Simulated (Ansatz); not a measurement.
## Starting-point dependence of the GW gap of SnSe2 (P-3m1)

One-shot GW is not self-consistent; how far does the start matter for SnSe2 (P-3m1)?

Program: Ansatz 0.2.0. Level of theory: G0W0 on several functionals, plane waves, PAW. Results are calculated unless marked as measured.

Most raw output is cut from this account.

In doubt: masses and optical values from hybrid runs of this build are listed as unsure (step 4), which bears on the screening that GW takes from such a start.

### Step 1. Starting point

It takes space group P-3m1 (No. 164, trigonal). The conventional cell has a = 3.811 Å, b = 3.811 Å, c = 6.136 Å, α = 90.00°, β = 90.00°, γ = 120.00°. Nearest to Sn lie 6 Se at 2.72 Å. Se has 3 Sn at 2.72 Å nearest. Farther neighbours and most contacts between anions are not listed.

Geometry: measured cell, ions relaxed with PBE. The runs that relaxed it are not among those shown.

### Step 2. G0W0 on PBEsol

Now the one-shot GW correction: screening in the RPA, then the self-energy of the levels asked for. This step takes PAW set soft_1 files.

This step: G0W0 on PBEsol, plane waves, PAW; PAW set soft_1.

The input, input.yaml:

```yaml
crystal:
  lattice:
    - [3.811, 0.0, 0.0]
    - [-1.9055, 3.3004228138, 0.0]
    - [0.0, 0.0, 6.136]
  atoms:
    - { symbol: Sn, position: [0.0, 0.0, 0.0] }
    - { symbol: Se, position: [0.3333333333, 0.6666666667, 0.2614399677] }
    - { symbol: Se, position: [0.6666666667, 0.3333333333, 0.7385600323] }
kpoints:
  mp_grid: { grid: [6, 6, 4] }
hamiltonian:
  xc: pbesol
  pseudopotentials: { kind: paw, azcp: { folder: soft_1 }, xc_functional: pbe }
scf:
  occupations: { method: fixed }
gw:
  n_empty_bands: 230
  ecut_chi: 120
  qp_bands: [v2, c2]
  qp_kpoints: band_edges
  screening: { model: contour_deformation }
```

Launch:

```sh
$ ansatz run input.yaml --threads 3 --pin off --max-ram 92160MiB --backend cuda --events-out ev --progress --plain --runs-dir out --devices 1 --max-vram 13GiB
```

It took 35 s on 1 × NVIDIA H100 80GB HBM3 (shared by 6 runs) with 3 threads of AMD EPYC 7R13 (Zen 3), shared host; peak memory 1.5 GiB; 55 s of CPU time.

Numbers from this step:

```yaml
bands_summed: 253
rpa_eps_infinity_on_this_mesh_eigenvalues: 12.05, 15.62, 15.62
plane_waves_in_the_screening_matrix: 245
q_points_in_the_mesh: 144
g0w0_gap_on_the_mesh: 1.134 eV
k_of_the_valence_top: 0, 0.1667, -0.25
k_of_the_conduction_bottom: 0, -0.5, -0.5
starting_gap_on_the_mesh: 0.6412 eV
z_at_the_valence_top: 0.7275
z_at_the_conduction_bottom: 0.7506
least_direct_g0w0_gap_on_the_computed_points: 1.639 eV
```

The gap on the mesh goes from 0.64 eV to 1.13 eV, a correction of +0.49 eV. Between the two edge states, bare exchange in place of the xc potential would open the gap by 4.79 eV, and correlation takes back 4.30 eV.

### Step 3. G0W0 on PBE

The same correction from a different start measures what one shot leaves open.

This step: G0W0 on PBE, plane waves, PAW; PAW set soft_1.

Edit input.yaml of step 2 so:

```diff
@@ -12,4 +12,4 @@
 hamiltonian:
-  xc: pbesol
-  pseudopotentials: { kind: paw, azcp: { folder: soft_1 }, xc_functional: pbe }
+  xc: pbe
+  pseudopotentials: { kind: paw, azcp: { folder: soft_1 } }
 scf:
```

It took 28 s on 1 × NVIDIA H100 80GB HBM3 (shared by 6 runs) with 3 threads; peak memory 1.5 GiB.

Numbers from this step:

* bands summed: 253
* RPA ε∞ on this mesh (eigenvalues): 11.01, 14.42, 14.42
* plane waves in the screening matrix: 245
* q-points in the mesh: 144
* G0W0 gap on the mesh: 1.168 eV
* k of the valence top: 0, 0.1667, -0.25
* k of the conduction bottom: 0, -0.5, -0.5
* starting gap on the mesh: 0.7024 eV
* Z at the valence top: 0.7291
* Z at the conduction bottom: 0.7526
* least direct G0W0 gap on the computed points: 1.682 eV

Against the run with 6×6×4 mesh, 230 empty bands, screening to 120 eV, PAW set soft_1 files on PBEsol, the gap moves by +0.03 eV, while the start moved by +0.06 eV.

### Step 4. G0W0 on HSE06

This step: G0W0 on HSE06, plane waves, PAW; PAW set soft_1.

Edit input.yaml of step 3 so:

```diff
@@ -12,3 +12,3 @@
 hamiltonian:
-  xc: pbe
+  xc: hse06
   pseudopotentials: { kind: paw, azcp: { folder: soft_1 } }
```

It took 67 s on 1 × NVIDIA H100 80GB HBM3 (shared by 6 runs) with 3 threads; peak memory 1.9 GiB; 86 s of CPU time.

Numbers from this step:

* bands summed: 253
* RPA ε∞ on this mesh (eigenvalues): 7.189, 9.496, 9.496
* plane waves in the screening matrix: 245
* G0W0 gap on the mesh: 1.486 eV
* k of the valence top: 0, 0.1667, -0.25
* k of the conduction bottom: 0, -0.5, -0.5
* starting gap on the mesh: 1.302 eV
* least direct G0W0 gap on the computed points: 2.030 eV

Against the run with 6×6×4 mesh, 230 empty bands, screening to 120 eV, PAW set soft_1 files on PBE, the gap moves by +0.32 eV, while the start moved by +0.60 eV.

### Step 5. Side by side

All on the 6×6×4 mesh with 230 empty bands and screening to 120 eV. Times are wall times on 1 × NVIDIA H100 80GB HBM3 (shared by 6 runs) with 3 threads of AMD EPYC 7R13 (Zen 3), shared host, good to a factor of about two.

```csv
start,starting gap (eV),shift (eV),G0W0 gap (eV),RPA ε∞ (harmonic mean),"Z (valence, conduction)",time
PBEsol,0.64,+0.49,1.13,14.22,"0.73, 0.75",35 s
PBE,0.70,+0.47,1.17,13.07,"0.73, 0.75",28 s
HSE06,1.30,+0.18,1.49,8.58,"0.77, 0.79",67 s
```

How the two edges are built up, in eV (the quasiparticle level is the starting level plus Σx plus Σc less Vxc):

```csv
run,edge,start,Σx,Σc,Vxc,Z,QP
PBEsol,valence top,7.77,-17.51,1.47,-15.67,0.73,7.40
PBEsol,conduction bottom,8.41,-11.63,-2.83,-14.59,0.75,8.54
PBE,valence top,7.89,-17.55,1.51,-15.60,0.73,7.46
PBE,conduction bottom,8.59,-11.60,-2.83,-14.46,0.75,8.62
HSE06,valence top,7.40,-17.54,1.39,-16.01,0.77,7.26
HSE06,conduction bottom,8.70,-11.04,-3.01,-14.11,0.79,8.75
```

For a hybrid start, Vxc holds its share of exact exchange.

### Step 6. Summary of results

* G0W0@PBEsol: 1.13 eV (start 0.64 eV)
* G0W0@PBE: 1.17 eV (start 0.70 eV)
* G0W0@HSE06: 1.49 eV (start 1.30 eV)
* known limits: not at the basis limit; no spin-orbit coupling; coarse k mesh

The starting gaps span 0.66 eV and the G0W0 gaps 0.35 eV. Between PBEsol and HSE06, 0.35 eV of the 0.66 eV survives, 53 %. HSE06 screens less than PBEsol (ε∞ 8.58 against 14.22). Of the 0.35 eV by which its G0W0 gap is higher, the correlation part gives −0.10 eV, and exchange with the one-particle terms, which follow the orbitals, +0.46 eV. The smallest correction, +0.18 eV, is on HSE06, the start nearest to reproducing itself. Bands and cutoff are finite, so the gap is not at the basis limit. The miss can reach some tenths of an eV and take either sign; the mesh is an error of its own. The 6×6×4 mesh is coarse for this cell (its supercell is 23 Å along the shortest edge). The RPA ε∞ on it, from the PBEsol start, is 12.05 and 15.62; such meshes misread the long-range screening, most where the gap is narrow. The many-body steps are scalar-relativistic: spin-orbit coupling is not in them.

[Paths, hosts, dates, memory and timing lines, banners, echoed tables and standing remarks are left out of the program output.]

[Logs are printed without paths, hosts, clocks, repeated set-up lines and the standing remarks that a program may print on its own settings, such as how far it seeks lower states.]

[Runs of the session that timed out or met a known fault of the program may be left out.]

[Cells called generated may have been cut or substituted from an entry of the Crystallography Open Database or the Materials Project.]

[Hosts, paths, dates, database ids (printed as entryN), source tags and the programs' standing remarks are cut or masked in the printed files.]
